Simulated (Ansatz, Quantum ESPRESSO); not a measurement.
# BaPb3 (Pm-3m): zone-centre phonons

Aim: the zone-centre modes of BaPb3 (Pm-3m).

Main program and level: Quantum ESPRESSO 7.5; DFT PBEsol, scalar-relativistic, plane waves, PseudoDojo norm-conserving pseudopotentials.

## 1. The starting structure

It takes space group Pm-3m (No. 221, cubic). The conventional cell has a = 5.124 Å, b = 5.124 Å, c = 5.124 Å, α = 90.00°, β = 90.00°, γ = 90.00°. Nearest to Ba lie 12 Pb at 3.62 Å. Nearest to Pb lie 8 Pb at 3.62 Å and 4 Ba at 3.62 Å. Farther neighbours are not listed.

Coordinates:

```cif
data_structure
_symmetry_space_group_name_H-M 'Pm-3m'
_symmetry_Int_Tables_number 221
_cell_length_a 5.1238
_cell_length_b 5.1238
_cell_length_c 5.1238
_cell_angle_alpha 90.000
_cell_angle_beta 90.000
_cell_angle_gamma 90.000
_cell_volume 134.52
loop_
_atom_site_label
_atom_site_type_symbol
_atom_site_symmetry_multiplicity
_atom_site_Wyckoff_symbol
_atom_site_fract_x
_atom_site_fract_y
_atom_site_fract_z
_atom_site_occupancy
Ba1 Ba 1 a 0.00000 0.00000 0.00000 1
Pb1 Pb 3 c 0.00000 0.50000 0.50000 1
```

## 2. A first look

Before anything dear is run, a loose run with smearing shows whether this is a metal and how far the cell is from rest.

File probe.in:

```
&control
   calculation = 'scf'
   prefix = 'x'
   outdir = './tmp'
   pseudo_dir = './pseudo'
   tprnfor = .true.
   tstress = .true.
   verbosity = 'high'
/
&system
   ibrav = 1
   celldm(1) = 9.68253918
   nat = 4
   ntyp = 2
   ecutwfc = 51.0
   occupations = 'smearing'
   smearing = 'gaussian'
   degauss = 0.01
/
&electrons
   conv_thr = 1.0d-07
   mixing_beta = 0.7
   electron_maxstep = 100
/
ATOMIC_SPECIES
 Ba    137.3270  Ba.upf
 Pb    207.2000  Pb.upf
ATOMIC_POSITIONS crystal
 Ba     0.000000000   0.000000000   0.000000000
 Pb     0.000000000   0.500000000   0.500000000
 Pb     0.500000000   0.000000000   0.500000000
 Pb     0.500000000   0.500000000   0.000000000
K_POINTS automatic
 4 4 4 0 0 0
```

Launch:

```console
OMP_NUM_THREADS=1 mpirun -n 8 pw.x -nk 8 -in probe.in > probe.out
```

The log of the run:

```text
[banners, grids, parts of the stress and lines that vanish by symmetry left out]
Program PWSCF v.7.5
     bravais-lattice index     =            1
     lattice parameter (alat)  =       9.6825  a.u.
[...]
kinetic-energy cutoff     =      51.0000  Ry
     charge density cutoff     =     204.0000  Ry
     scf convergence threshold =      1.0E-07
[...]
Exchange-correlation= PBESOL
                           (   1   4  10   8   0   0   0)
[...]
48 Sym. Ops., with inversion, found
[...]
(     0          1          0      )
                  (     0          0          1      )
[...]
(  0.0000000  1.0000000  0.0000000 )
                  (  0.0000000  0.0000000  1.0000000 )
[...]
(     0         -1          0      )
                  (     0          0          1      )
[...]
(     1          0          0      )
[...]
( -1.0000000  0.0000000  0.0000000 )
                  (  0.0000000  1.0000000  0.0000000 )
[...]
number of k points=    10  Gaussian smearing, width (Ry)=  0.0100
[...]
End of self-consistent calculation
[...]
the Fermi energy is    10.1756 ev
!    total energy              =    -477.90577893 Ry
[...]
convergence has been achieved in   7 iterations
[...]
atom    1 type  1   force =     0.00000000    0.00000000    0.00000000
     atom    2 type  2   force =     0.00000000    0.00000000    0.00000000
     atom    3 type  2   force =     0.00000000    0.00000000    0.00000000
     atom    4 type  2   force =     0.00000000    0.00000000    0.00000000
[...]
Total force =     0.000000     Total SCF correction =     0.000000
[...]
total   stress  (Ry/bohr**3)                   (kbar)     P=      -17.21
[...]
XML data file, charge density, pseudopotentials, collected wavefunctions

   JOB DONE.
```

It took 5.4 s on 8 MPI ranks of Arm Neoverse V2, shared host.

This step gave:

* volume per atom: 33.63 Å³
* pressure: -1.721 GPa
* gap on the k-mesh: 0 eV

No gap opens on this mesh, so smearing is kept; the start stands at -1.7 GPa.

## 3. Relaxing the cell and atoms

Frequencies change by per cents with a per cent of volume, so the structure is first brought to rest at this level of theory.

File relax.in:

```
&control
   calculation = 'vc-relax'
   prefix = 'x'
   outdir = './tmp'
   pseudo_dir = './pseudo'
   tprnfor = .true.
   tstress = .true.
   forc_conv_thr = 2.0d-05
   etot_conv_thr = 1.0d-07
   nstep = 40
/
&system
   ibrav = 1
   celldm(1) = 9.68253918
   nat = 4
   ntyp = 2
   ecutwfc = 51.0
   occupations = 'smearing'
   smearing = 'mv'
   degauss = 0.02
/
&electrons
   conv_thr = 1.0d-11
   mixing_beta = 0.7
   electron_maxstep = 100
/
&ions
/
&cell
   press_conv_thr = 0.1
/
ATOMIC_SPECIES
 Ba    137.3270  Ba.upf
 Pb    207.2000  Pb.upf
ATOMIC_POSITIONS crystal
 Ba     0.000000000   0.000000000   0.000000000
 Pb     0.000000000   0.500000000   0.500000000
 Pb     0.500000000   0.000000000   0.500000000
 Pb     0.500000000   0.500000000   0.000000000
K_POINTS automatic
 6 6 6 0 0 0
```

Launch:

```console
OMP_NUM_THREADS=1 mpirun -n 8 pw.x -nk 8 -in relax.in > relax.out
```

The log of the run:

```text
[banners, grids, parts of the stress and lines that vanish by symmetry left out]
[banner, memory and clock lines left out]
Program PWSCF v.7.5

[...]
kinetic-energy cutoff     =      51.0000  Ry
     charge density cutoff     =     204.0000  Ry
     scf convergence threshold =      1.0E-11
[...]
energy convergence thresh.=      1.0E-07
     force convergence thresh. =      2.0E-05
     press convergence thresh. =      1.0E-01
     Exchange-correlation= PBESOL
                           (   1   4  10   8   0   0   0)
[...]
48 Sym. Ops., with inversion, found
[...]
number of k points=    20  Marzari-Vanderbilt smearing, width (Ry)=  0.0200
[...]
c_bands:  2 eigenvalues not converged
[...]
End of self-consistent calculation
[...]
the Fermi energy is    10.1013 ev
!    total energy              =    -477.91585567 Ry
[...]
convergence has been achieved in   9 iterations
[...]
atom    1 type  1   force =     0.00000000    0.00000000    0.00000000
     atom    2 type  2   force =     0.00000000    0.00000000    0.00000000
     atom    3 type  2   force =     0.00000000    0.00000000    0.00000000
     atom    4 type  2   force =     0.00000000    0.00000000    0.00000000
     Total force =     0.000000     Total SCF correction =     0.000000
[...]
total   stress  (Ry/bohr**3)                   (kbar)     P=      -20.07
[...]
number of bfgs steps    =   0
[...]
CELL_PARAMETERS (alat=  9.68253918)
[...]
ATOMIC_POSITIONS (crystal)
Ba               0.0000000000        0.0000000000        0.0000000000
Pb               0.0000000000        0.5000000000        0.5000000000
Pb               0.5000000000        0.0000000000        0.5000000000
Pb               0.5000000000        0.5000000000        0.0000000000
[...]
New effective cutoffs (rho, wfc):  205.21   51.35
[...]
End of self-consistent calculation
[...]
the Fermi energy is    10.2426 ev
!    total energy              =    -477.91701459 Ry
[...]
convergence has been achieved in   7 iterations
[...]
atom    1 type  1   force =     0.00000000    0.00000000    0.00000000
     atom    2 type  2   force =     0.00000000    0.00000000    0.00000000
     atom    3 type  2   force =     0.00000000    0.00000000    0.00000000
     atom    4 type  2   force =     0.00000000    0.00000000    0.00000000
     Total force =     0.000000     Total SCF correction =     0.000000
[...]
total   stress  (Ry/bohr**3)                   (kbar)     P=      -16.73
[...]
number of bfgs steps    =   1
[...]
WARNING: bfgs curvature condition failed, Theta= 0.967
[...]
CELL_PARAMETERS (alat=  9.68253918)
[...]
ATOMIC_POSITIONS (crystal)
[...]
New effective cutoffs (rho, wfc):  207.33   51.88
[...]
End of self-consistent calculation
[...]
the Fermi energy is    10.4599 ev
!    total energy              =    -477.91833457 Ry
[...]
convergence has been achieved in   8 iterations
[...]
atom    1 type  1   force =     0.00000000    0.00000000    0.00000000
     atom    2 type  2   force =     0.00000000    0.00000000    0.00000000
     atom    3 type  2   force =     0.00000000    0.00000000    0.00000000
     atom    4 type  2   force =     0.00000000    0.00000000    0.00000000
     Total force =     0.000000     Total SCF correction =     0.000000
[...]
number of bfgs steps    =   3
[...]
CELL_PARAMETERS (alat=  9.68253918)
[...]
ATOMIC_POSITIONS (crystal)
[...]
New effective cutoffs (rho, wfc):  211.55   52.93
[...]
End of self-consistent calculation
[...]
the Fermi energy is    10.9009 ev
!    total energy              =    -477.91937029 Ry
[...]
convergence has been achieved in   8 iterations
[...]
Total force =     0.000000     Total SCF correction =     0.000000
[...]
total   stress  (Ry/bohr**3)                   (kbar)     P=        0.15
[...]
number of bfgs steps    =   4
[...]
CELL_PARAMETERS (alat=  9.68253918)
[...]
ATOMIC_POSITIONS (crystal)
[...]
New effective cutoffs (rho, wfc):  211.49   52.92
[...]
End of self-consistent calculation
[...]
the Fermi energy is    10.8952 ev
!    total energy              =    -477.91937046 Ry
[...]
convergence has been achieved in   5 iterations
[...]
Total force =     0.000000     Total SCF correction =     0.000000
[...]
total   stress  (Ry/bohr**3)                   (kbar)     P=       -0.00
[...]
number of bfgs steps    =   5
[...]
small trust_radius: resetting bfgs history
[...]
CELL_PARAMETERS (alat=  9.68253918)
[...]
ATOMIC_POSITIONS (crystal)
[...]
New effective cutoffs (rho, wfc):  211.49   52.92
[...]
End of self-consistent calculation
[...]
the Fermi energy is    10.8952 ev
!    total energy              =    -477.91937046 Ry
[...]
convergence has been achieved in   2 iterations
[...]
atom    1 type  1   force =     0.00000000    0.00000000    0.00000000
     atom    2 type  2   force =     0.00000000    0.00000000    0.00000000
     atom    3 type  2   force =     0.00000000    0.00000000    0.00000000
     atom    4 type  2   force =     0.00000000    0.00000000    0.00000000
     Total force =     0.000000     Total SCF correction =     0.000000
[...]
total   stress  (Ry/bohr**3)                   (kbar)     P=       -0.00
[...]
bfgs converged in   7 scf cycles and   6 bfgs steps
[...]
End of BFGS Geometry Optimization
     Final enthalpy           =    -477.9193704609 Ry
     File ./tmp/x.bfgs deleted, as requested
[...]
CELL_PARAMETERS (alat=  9.68253918)
[...]
ATOMIC_POSITIONS (crystal)
[...]
Pb               0.5000000000        0.0000000000        0.5000000000
Pb               0.5000000000        0.5000000000        0.0000000000
[...]
Final scf calculation at the relaxed structure.
[...]
kinetic-energy cutoff     =      51.0000  Ry
     charge density cutoff     =     204.0000  Ry
     scf convergence threshold =      1.0E-13
[...]
press convergence thresh. =      1.0E-01
     Exchange-correlation= PBESOL
                           (   1   4  10   8   0   0   0)
[...]
48 Sym. Ops., with inversion, found
[...]
number of k points=    20  Marzari-Vanderbilt smearing, width (Ry)=  0.0200
[...]
c_bands:  2 eigenvalues not converged
     c_bands:  2 eigenvalues not converged
     c_bands:  2 eigenvalues not converged
[...]
End of self-consistent calculation
[...]
the Fermi energy is    10.8952 ev
!    total energy              =    -477.91921564 Ry
[...]
convergence has been achieved in  10 iterations
[...]
atom    1 type  1   force =     0.00000000    0.00000000    0.00000000
     atom    2 type  2   force =     0.00000000    0.00000000    0.00000000
     atom    3 type  2   force =     0.00000000    0.00000000    0.00000000
     atom    4 type  2   force =     0.00000000    0.00000000    0.00000000
     Total force =     0.000000     Total SCF correction =     0.000000
[...]
total   stress  (Ry/bohr**3)                   (kbar)     P=       -0.72
[...]
XML data file, charge density, pseudopotentials, collected wavefunctions
```

It took 54 s on 8 MPI ranks; 7.1 min of CPU time.

The steps of the relaxation:

| step | energy less that of the first step (eV) | largest force (eV/Å) | pressure (GPa) | volume (Å³) |
| --- | --- | --- | --- | --- |
| 1 | 0.0000 | 0.0000 | -2.01 | 134.52 |
| 2 | -0.0158 | 0.0000 | -1.67 | 133.14 |
| 3 | -0.0337 | 0.0000 | -1.14 | 131.10 |
| 4 | -0.0471 | 0.0000 | -0.26 | 128.08 |
| 5 | -0.0478 | 0.0000 | 0.01 | 127.21 |
| 6 | -0.0478 | 0.0000 | 0.00 | 127.25 |
| 7 | -0.0478 | 0.0000 | 0.00 | 127.25 |
| 8 | -0.0457 | 0.0000 | -0.07 | 127.25 |

| conventional cell, symmetrised | before | after | change |
| --- | --- | --- | --- |
| a (Å) | 5.124 | 5.030 | -1.8 % |
| b (Å) | 5.124 | 5.030 | -1.8 % |
| c (Å) | 5.124 | 5.030 | -1.8 % |
| volume (Å³/atom) | 33.63 | 31.81 | -5.4 % |

The relaxed structure:

```
Ba Pb
1.0
     5.02987    0.00000    0.00000
     0.00000    5.02987    0.00000
     0.00000    0.00000    5.02987
Ba Pb
1 3
Direct
  0.00000 0.00000 0.00000
  0.00000 0.50000 0.50000
  0.50000 0.00000 0.50000
  0.50000 0.50000 0.00000
```

The last row of the table of steps is pw.x's closing run on a basis chosen anew for the final cell, so its energy can jump.

Read from the output:

```
volume per atom : 31.81 Å³
pressure        : -0.072 GPa
```

The volume changes by -5.4 % from the cell with which this run began.

## 4. Self-consistent run for the response

Perturbation theory inherits every error of the wavefunctions, so the threshold is set near the limit of the arithmetic. Smearing stays on, as the first look found no gap above 0.3 eV.

File scf.in:

```
&control
   calculation = 'scf'
   prefix = 'x'
   outdir = './tmp'
   pseudo_dir = './pseudo'
   tprnfor = .true.
   tstress = .true.
/
&system
   ibrav = 1
   celldm(1) = 9.50507247
   nat = 4
   ntyp = 2
   ecutwfc = 51.0
   occupations = 'smearing'
   smearing = 'mv'
   degauss = 0.02
/
&electrons
   conv_thr = 1.0d-12
   mixing_beta = 0.7
   electron_maxstep = 100
/
ATOMIC_SPECIES
 Ba    137.3270  Ba.upf
 Pb    207.2000  Pb.upf
ATOMIC_POSITIONS crystal
 Ba     0.000000000   0.000000000   0.000000000
 Pb     0.000000000   0.500000000   0.500000000
 Pb     0.500000000   0.000000000   0.500000000
 Pb     0.500000000   0.500000000   0.000000000
K_POINTS automatic
 6 6 6 0 0 0
```

Launch:

```console
OMP_NUM_THREADS=1 mpirun -n 8 pw.x -nk 8 -in scf.in > scf.out
```

The log of the run:

```text
[banners, grids, parts of the stress and lines that vanish by symmetry left out]
[banner, memory and clock lines left out]
Program PWSCF v.7.5

[...]
kinetic-energy cutoff     =      51.0000  Ry
     charge density cutoff     =     204.0000  Ry
     scf convergence threshold =      1.0E-12
[...]
Exchange-correlation= PBESOL
                           (   1   4  10   8   0   0   0)
[...]
48 Sym. Ops., with inversion, found
[...]
number of k points=    20  Marzari-Vanderbilt smearing, width (Ry)=  0.0200
[...]
End of self-consistent calculation
[...]
the Fermi energy is    10.8952 ev
!    total energy              =    -477.91921564 Ry
[...]
convergence has been achieved in   9 iterations
[...]
atom    1 type  1   force =     0.00000000    0.00000000    0.00000000
     atom    2 type  2   force =     0.00000000    0.00000000    0.00000000
     atom    3 type  2   force =     0.00000000    0.00000000    0.00000000
     atom    4 type  2   force =     0.00000000    0.00000000    0.00000000
     Total force =     0.000000     Total SCF correction =     0.000000
[...]
total   stress  (Ry/bohr**3)                   (kbar)     P=       -0.72
[...]
XML data file, charge density, pseudopotentials, collected wavefunctions
```

The job ended after 9.3 s (8 MPI ranks).

The cell stands at -0.072 GPa, close enough for phonons.

(Part 1 of 3 ends here.)

[Host names and launcher messages were left out of these logs when they were recorded.]

[Logs are printed without paths, hosts, clocks, repeated set-up lines and the standing remarks that a program may print on its own settings, such as how far it seeks lower states.]

[Hosts, paths, dates, database ids (printed as entryN), source tags and the programs' standing remarks are cut or masked in the printed files.]
